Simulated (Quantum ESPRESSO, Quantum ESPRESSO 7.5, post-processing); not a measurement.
## Ti(0001), 4 layers: vacuum convergence

Aim: how far one choice must go before the vacuum level and the energy of Ti(0001), 4 layers stand still, and what it costs.

Program: Quantum ESPRESSO 7.5. Level of theory: plane-wave DFT, PBE, GBRV ultrasoft pseudopotentials. Results are calculated unless marked as measured.

This is a report of a sequence of runs, with most program output left out.

## (1) The structure

The cell holds 4 atoms: 4 Ti. Cell: a = 2.950 Å, b = 2.950 Å, c = 31.027 Å, α = 90.0°, β = 90.0°, γ = 60.0°. It derives from Ti. Vacuum lies along c.

## (2) Ground state: 24 Å of vacuum

The first run is the reference of the series.

File c0.in:

```
&control
  prefix = 'c0'
  outdir = './out'
  pseudo_dir = './pseudo'
  calculation = 'scf'
  tprnfor = .true.
/
&system
  ibrav = 0
  nat = 4
  ntyp = 1
  ecutwfc = 40
  ecutrho = 200
  occupations = 'smearing'
  smearing = 'mv'
  degauss = 0.02
/
&electrons
  conv_thr = 1e-07
  mixing_beta = 0.4
  electron_maxstep = 120
  mixing_mode = 'local-TF'
/
ATOMIC_SPECIES
  Ti  47.8670  ti_pbe_v1.4.uspp.F.UPF
CELL_PARAMETERS angstrom
  2.95000000000000 0.00000000000000 0.00000000000000
  1.47500000000000 2.55477494116409 0.00000000000000
  0.00000000000000 0.00000000000000 31.02690000000000
ATOMIC_POSITIONS crystal
  Ti  0.666666666700 0.666666666700 0.386761165311
  Ti  0.000000000000 0.000000000000 0.462253721770
  Ti  0.666666666700 0.666666666700 0.537746278230
  Ti  0.000000000000 0.000000000000 0.613238834689
K_POINTS automatic
  12 12 1 0 0 0
```

Launch:

```bash
OMP_NUM_THREADS=1 mpirun -n 4 pw.x -nk 4 -in c0.in > c0.out
```

It took 46 s on 4 MPI ranks of Arm Neoverse V1, shared host; peak memory 0.48 GiB.

Read from the output:

```
free energy  : -6487.9878 eV
Fermi energy : 0.9906 eV
```

The program's own clock; routines nest. Time by routine:

```csv
routine,wall time (s),calls
PWSCF,44.98,1
electrons,43.4,1
c_bands,28.13,18
cegterg,24.81,90
h_psi,19.22,488
fftw,17.95,16026
vloc_psi,16.28,488
mix_rho,6.94,18
sum_band,5.42,18
ffts,4.53,2128
calbec,2.04,598
v_of_rho,1.49,19
add_vuspsi,1.46,488
newd,1.43,19
```

The run needed 18 iterations to bring the estimated error under 1e-07 Ry; the largest force on any atom, held or free, is 0.67 eV/Å.

## (3) Potential by pp.x

plot_num = 11 writes the bare and Hartree potential. It leaves out exchange and correlation, which fade slowly, so it flattens close to the surface.

File c0.pot.in:

```
&inputpp
  prefix = 'c0'
  outdir = './out'
  filplot = 'c0.pot.dat'
  plot_num = 11
/
```

Launch:

```bash
OMP_NUM_THREADS=1 mpirun -n 4 pp.x -in c0.pot.in > c0.pot.out
```

Run time: 0.87 s. Hardware: 4 MPI ranks; peak memory 0.09 GiB.

Numbers from this step:

* potential in the middle of the vacuum, over the Fermi level: 4.432 eV

The potential energy, planar mean oscillates, so the rows of the table below give means over windows of 1 Å about each position, cut where the curve ends. Its maxima inside the range that stand out by 2 % of the span (Å: eV): 13.2: -0.220, 15.5: -0.365, 17.8: -0.220. Its minima: 12.0: -19.5, 14.4: -19.4, 16.7: -19.4, 19.1: -19.5.

Electrostatic potential energy of an electron; zero at the Fermi level. Potential energy, planar mean against z; means over each step:

z (Å), potential energy, planar mean (eV) and a bar from the least value:
```
        0        4.4 ##############################
        1        4.4 ##############################
        2        4.4 ##############################
        3        4.4 ##############################
        4        4.4 ##############################
        5        4.4 ##############################
        6        4.4 ##############################
        7        4.4 ##############################
        8        4.4 ##############################
        9        4.3 ##############################
       10        3.6 #############################
       11       -1.8 #####################
       12      -15.9 
       13       -2.5 ####################
       14      -12.7 #####
       15       -7.2 #############
       16       -6.8 ##############
       17      -13.1 ####
       18       -2.3 ####################
       19      -15.9 
       20       -2.2 ####################
       21        3.6 #############################
       22        4.3 ##############################
       23        4.4 ##############################
       24        4.4 ##############################
       25        4.4 ##############################
       26        4.4 ##############################
       27        4.4 ##############################
       28        4.4 ##############################
       29        4.4 ##############################
       30        4.4 ##############################
```

Inside the slab this potential holds the local part of the pseudopotentials, which can be repulsive at the nuclei; only its value in the vacuum has a meaning of its own.

## (4) Ground state: 18 Å of vacuum

File c2.in:

```
&control
  prefix = 'c2'
  outdir = './out'
  pseudo_dir = './pseudo'
  calculation = 'scf'
  tprnfor = .true.
/
&system
  ibrav = 0
  nat = 4
  ntyp = 1
  ecutwfc = 40
  ecutrho = 200
  occupations = 'smearing'
  smearing = 'mv'
  degauss = 0.02
/
&electrons
  conv_thr = 1e-07
  mixing_beta = 0.4
  electron_maxstep = 120
  mixing_mode = 'local-TF'
/
ATOMIC_SPECIES
  Ti  47.8670  ti_pbe_v1.4.uspp.F.UPF
CELL_PARAMETERS angstrom
  2.95000000000000 0.00000000000000 0.00000000000000
  1.47500000000000 2.55477494116409 0.00000000000000
  0.00000000000000 0.00000000000000 25.02690000000000
ATOMIC_POSITIONS crystal
  Ti  0.666666666700 0.666666666700 0.359613056351
  Ti  0.000000000000 0.000000000000 0.453204352117
  Ti  0.666666666700 0.666666666700 0.546795647883
  Ti  0.000000000000 0.000000000000 0.640386943649
K_POINTS automatic
  12 12 1 0 0 0
```

Launch:

```bash
OMP_NUM_THREADS=1 mpirun -n 4 pw.x -nk 4 -in c2.in > c2.out
```

It took 35 s on 4 MPI ranks; peak memory 0.4 GiB.

This step gave:

```
free energy  : -6487.9877 eV
Fermi energy : 2.291 eV
```

The program's own clock; routines nest. Time by routine:

```
   routine  wall time (s)  calls
     PWSCF          34.31      1
 electrons          33.01      1
   c_bands          21.72     17
   cegterg          18.98     85
     h_psi          14.53    475
      fftw           13.4  15389
  vloc_psi          12.23    475
   mix_rho           5.06     17
  sum_band           4.01     17
      ffts           3.26   1993
    calbec           1.59    580
add_vuspsi           1.13    475
      newd           1.12     18
     s_psi           1.11    475
```

## (5) Electrostatic potential

File c2.pot.in:

```
&inputpp
  prefix = 'c2'
  outdir = './out'
  filplot = 'c2.pot.dat'
  plot_num = 11
/
```

Launch:

```bash
OMP_NUM_THREADS=1 mpirun -n 4 pp.x -in c2.pot.in > c2.pot.out
```

Wall time 0.82 s (4 MPI ranks); peak memory 0.1 GiB.

Numbers from this step:

```
potential in the middle of the vacuum, over the Fermi level : 4.431 eV
```

Counted from each run's own zero (the Fermi level), the vacuum level differs from the first run's by -1 meV.

## (6) Self-consistent run: 14 Å of vacuum

File c4.in:

```
&control
  prefix = 'c4'
  outdir = './out'
  pseudo_dir = './pseudo'
  calculation = 'scf'
  tprnfor = .true.
/
&system
  ibrav = 0
  nat = 4
  ntyp = 1
  ecutwfc = 40
  ecutrho = 200
  occupations = 'smearing'
  smearing = 'mv'
  degauss = 0.02
/
&electrons
  conv_thr = 1e-07
  mixing_beta = 0.4
  electron_maxstep = 120
  mixing_mode = 'local-TF'
/
ATOMIC_SPECIES
  Ti  47.8670  ti_pbe_v1.4.uspp.F.UPF
CELL_PARAMETERS angstrom
  2.95000000000000 0.00000000000000 0.00000000000000
  1.47500000000000 2.55477494116409 0.00000000000000
  0.00000000000000 0.00000000000000 21.02690000000000
ATOMIC_POSITIONS crystal
  Ti  0.666666666700 0.666666666700 0.332906895453
  Ti  0.000000000000 0.000000000000 0.444302298484
  Ti  0.666666666700 0.666666666700 0.555697701516
  Ti  0.000000000000 0.000000000000 0.667093104547
K_POINTS automatic
  12 12 1 0 0 0
```

Launch:

```bash
OMP_NUM_THREADS=1 mpirun -n 4 pw.x -nk 4 -in c4.in > c4.out
```

Run time: 30 s. Hardware: 4 MPI ranks; peak memory 0.36 GiB.

This step gave:

| Property | Result |
| --- | --- |
| free energy | -6487.9878 eV |
| Fermi energy | 3.570 eV |

The program's own clock; routines nest. Time by routine:

```
   routine  wall time (s)  calls
     PWSCF          29.17      1
 electrons          28.03      1
   c_bands           18.1     18
   cegterg          15.99     90
     h_psi           12.2    450
      fftw          11.23  15720
  vloc_psi          10.24    450
   mix_rho           4.46     18
  sum_band           3.53     18
      ffts           2.85   2090
    calbec           1.37    560
      newd              1     19
add_vuspsi           0.97    450
     s_psi           0.95    450
```

## (7) Electrostatic potential

File c4.pot.in:

```
&inputpp
  prefix = 'c4'
  outdir = './out'
  filplot = 'c4.pot.dat'
  plot_num = 11
/
```

Launch:

```bash
OMP_NUM_THREADS=1 mpirun -n 4 pp.x -in c4.pot.in > c4.pot.out
```

It took 0.79 s on 4 MPI ranks; peak memory 0.1 GiB.

Read from the output:

- potential in the middle of the vacuum, over the Fermi level: 4.434 eV

Counted from each run's own zero (the Fermi level), the vacuum level differs from the first run's by +2 meV.

## (8) Self-consistent run: 12 Å of vacuum

File c6.in:

```
&control
  prefix = 'c6'
  outdir = './out'
  pseudo_dir = './pseudo'
  calculation = 'scf'
  tprnfor = .true.
/
&system
  ibrav = 0
  nat = 4
  ntyp = 1
  ecutwfc = 40
  ecutrho = 200
  occupations = 'smearing'
  smearing = 'mv'
  degauss = 0.02
/
&electrons
  conv_thr = 1e-07
  mixing_beta = 0.4
  electron_maxstep = 120
  mixing_mode = 'local-TF'
/
ATOMIC_SPECIES
  Ti  47.8670  ti_pbe_v1.4.uspp.F.UPF
CELL_PARAMETERS angstrom
  2.95000000000000 0.00000000000000 0.00000000000000
  1.47500000000000 2.55477494116409 0.00000000000000
  0.00000000000000 0.00000000000000 19.02690000000000
ATOMIC_POSITIONS crystal
  Ti  0.666666666700 0.666666666700 0.315343014364
  Ti  0.000000000000 0.000000000000 0.438447671455
  Ti  0.666666666700 0.666666666700 0.561552328545
  Ti  0.000000000000 0.000000000000 0.684656985636
K_POINTS automatic
  12 12 1 0 0 0
```

Launch:

```bash
OMP_NUM_THREADS=1 mpirun -n 4 pw.x -nk 4 -in c6.in > c6.out
```

Elapsed: 28 s, on 4 MPI ranks; peak memory 0.43 GiB.

Read from the output:

| Item | Value |
| --- | --- |
| free energy | -6487.9881 eV |
| Fermi energy | 4.411 eV |

The program's own clock; routines nest. Time by routine:

```csv
routine,wall time (s),calls
PWSCF,27.01,1
electrons,25.98,1
c_bands,17.07,19
cegterg,15.21,95
h_psi,11.71,459
fftw,10.87,16385
vloc_psi,9.89,459
mix_rho,4.29,19
sum_band,3.16,19
ffts,2.83,2181
calbec,1.29,574
add_vuspsi,0.91,459
v_of_rho,0.9,20
s_psi,0.89,459
```

## (9) Electrostatic potential

File c6.pot.in:

```
&inputpp
  prefix = 'c6'
  outdir = './out'
  filplot = 'c6.pot.dat'
  plot_num = 11
/
```

Launch:

```bash
OMP_NUM_THREADS=1 mpirun -n 4 pp.x -in c6.pot.in > c6.pot.out
```

The job ended after 0.78 s (4 MPI ranks; peak memory 0.1 GiB).

Read from the output:

* potential in the middle of the vacuum, over the Fermi level: 4.431 eV

Counted from each run's own zero (the Fermi level), the vacuum level differs from the first run's by -1 meV.

## (10) SCF with pw.x: 10 Å of vacuum

File c8.in:

```
&control
  prefix = 'c8'
  outdir = './out'
  pseudo_dir = './pseudo'
  calculation = 'scf'
  tprnfor = .true.
/
&system
  ibrav = 0
  nat = 4
  ntyp = 1
  ecutwfc = 40
  ecutrho = 200
  occupations = 'smearing'
  smearing = 'mv'
  degauss = 0.02
/
&electrons
  conv_thr = 1e-07
  mixing_beta = 0.4
  electron_maxstep = 120
  mixing_mode = 'local-TF'
/
ATOMIC_SPECIES
  Ti  47.8670  ti_pbe_v1.4.uspp.F.UPF
CELL_PARAMETERS angstrom
  2.95000000000000 0.00000000000000 0.00000000000000
  1.47500000000000 2.55477494116409 0.00000000000000
  0.00000000000000 0.00000000000000 17.02690000000000
ATOMIC_POSITIONS crystal
  Ti  0.666666666700 0.666666666700 0.293652984395
  Ti  0.000000000000 0.000000000000 0.431217661465
  Ti  0.666666666700 0.666666666700 0.568782338535
  Ti  0.000000000000 0.000000000000 0.706347015605
K_POINTS automatic
  12 12 1 0 0 0
```

Launch:

```bash
OMP_NUM_THREADS=1 mpirun -n 4 pw.x -nk 4 -in c8.in > c8.out
```

The job ended after 20 s (4 MPI ranks; peak memory 0.41 GiB).

Read from the output:

```
free energy  : -6487.9883 eV
Fermi energy : 5.449 eV
```

The program's own clock; routines nest. Time by routine:

```
   routine  wall time (s)  calls
     PWSCF           19.7      1
 electrons          18.74      1
   c_bands          13.08     14
   cegterg          11.58     70
     h_psi            8.9    400
      fftw           8.21  12952
  vloc_psi           7.56    400
   mix_rho           2.54     14
  sum_band           2.15     14
      ffts           1.69   1418
    calbec           0.94    490
  init_run           0.69      1
add_vuspsi           0.67    400
     s_psi           0.66    400
```

## (11) Potential by pp.x

File c8.pot.in:

```
&inputpp
  prefix = 'c8'
  outdir = './out'
  filplot = 'c8.pot.dat'
  plot_num = 11
/
```

Launch:

```bash
OMP_NUM_THREADS=1 mpirun -n 4 pp.x -in c8.pot.in > c8.pot.out
```

Run time: 0.76 s. Hardware: 4 MPI ranks; peak memory 0.1 GiB; 2.8 s of CPU time.

Read from the output:

* potential in the middle of the vacuum, over the Fermi level: 4.432 eV

Counted from each run's own zero (the Fermi level), the vacuum level differs from the first run's by -0 meV.

## (12) Ground state: 8 Å of vacuum

File c10.in:

```
&control
  prefix = 'c10'
  outdir = './out'
  pseudo_dir = './pseudo'
  calculation = 'scf'
  tprnfor = .true.
/
&system
  ibrav = 0
  nat = 4
  ntyp = 1
  ecutwfc = 40
  ecutrho = 200
  occupations = 'smearing'
  smearing = 'mv'
  degauss = 0.02
/
&electrons
  conv_thr = 1e-07
  mixing_beta = 0.4
  electron_maxstep = 120
  mixing_mode = 'local-TF'
/
ATOMIC_SPECIES
  Ti  47.8670  ti_pbe_v1.4.uspp.F.UPF
CELL_PARAMETERS angstrom
  2.95000000000000 0.00000000000000 0.00000000000000
  1.47500000000000 2.55477494116409 0.00000000000000
  0.00000000000000 0.00000000000000 15.02690000000000
ATOMIC_POSITIONS crystal
  Ti  0.666666666700 0.666666666700 0.266189300521
  Ti  0.000000000000 0.000000000000 0.422063100174
  Ti  0.666666666700 0.666666666700 0.577936899826
  Ti  0.000000000000 0.000000000000 0.733810699479
K_POINTS automatic
  12 12 1 0 0 0
```

Launch:

```bash
OMP_NUM_THREADS=1 mpirun -n 4 pw.x -nk 4 -in c10.in > c10.out
```

The job ended after 20 s (4 MPI ranks; peak memory 0.38 GiB; 80 s of CPU time).

Read from the output:

```
free energy  : -6487.9913 eV
Fermi energy : 6.758 eV
```

The program's own clock; routines nest. Time by routine:

```
     routine  wall time (s)  calls
       PWSCF           19.6      1
   electrons          18.75      1
     c_bands          13.69     17
     cegterg          12.13     85
       h_psi           9.06    514
        fftw           8.23  15919
    vloc_psi            7.6    514
    sum_band           2.23     17
     mix_rho           1.88     17
        ffts           1.21   1307
      calbec              1    619
  add_vuspsi           0.72    514
       s_psi           0.71    514
h_psi:calbec            0.7    514
```

## (13) Potential by pp.x

File c10.pot.in:

```
&inputpp
  prefix = 'c10'
  outdir = './out'
  filplot = 'c10.pot.dat'
  plot_num = 11
/
```

Launch:

```bash
OMP_NUM_THREADS=1 mpirun -n 4 pp.x -in c10.pot.in > c10.pot.out
```

It took 0.76 s on 4 MPI ranks; peak memory 0.1 GiB.

Numbers from this step:

```
potential in the middle of the vacuum, over the Fermi level : 4.454 eV
```

Counted from each run's own zero (the Fermi level), the vacuum level differs from the first run's by +21 meV.

## (14) The series side by side

All levels:

```
         level  vacuum level over the Fermi level (eV)  its change from the first (meV)  energy from the first (meV an atom)  SCF iterations  wall time (s)  peak memory (GiB)  CPU time (s)
24 Å of vacuum                                   4.432                                0                                    0              18          45.57               0.48         181.8
18 Å of vacuum                                   4.431                           -1.242                              0.04163              17          34.86                0.4         139.1
14 Å of vacuum                                   4.434                            1.581                              0.01452              18          29.71               0.36         118.5
12 Å of vacuum                                   4.431                           -1.001                             -0.06082              19          27.55               0.43         109.9
10 Å of vacuum                                   4.432                          -0.1978                              -0.1266              14          20.25               0.41         80.65
 8 Å of vacuum                                   4.454                            21.48                              -0.8556              17          20.15               0.38         80.29
```

## (15) Outcome

* vacuum level over the Fermi level, 24 Å of vacuum: 4.432 eV
* cheapest step of the main series that, with all steps before it, keeps the vacuum level within 20 meV of the first: 10 Å of vacuum: -0 meV, 81 s of CPU time against 3 min
* setting with the largest shift of the level: 8 Å of vacuum: +21 meV

In words: The cheapest step of the main series that, with all steps before it, keeps the vacuum level within 20 meV of the first is 10 Å of vacuum: -0 meV, 81 s of CPU time against 3 min. Over the series the energy moves by up to 0.856 meV an atom and the vacuum level by up to 21 meV. The level is read in the middle of the vacuum, where a short gap still holds the tails of both faces. The times come from a shared host and are rough. Peak memory is sampled during the run and can miss the peak. The geometry is as built, not relaxed.

[Logs are printed without paths, hosts, clocks, repeated set-up lines and the standing remarks that a program may print on its own settings, such as how far it seeks lower states.]

[Hosts, paths, dates, database ids (printed as entryN), source tags and the programs' standing remarks are cut or masked in the printed files.]

[Maps of the electrostatic potential energy from Ansatz leave out the sawtooth potential of an applied field or a dipole correction, so their vacuum need not be flat; planar profiles and work functions include it.]
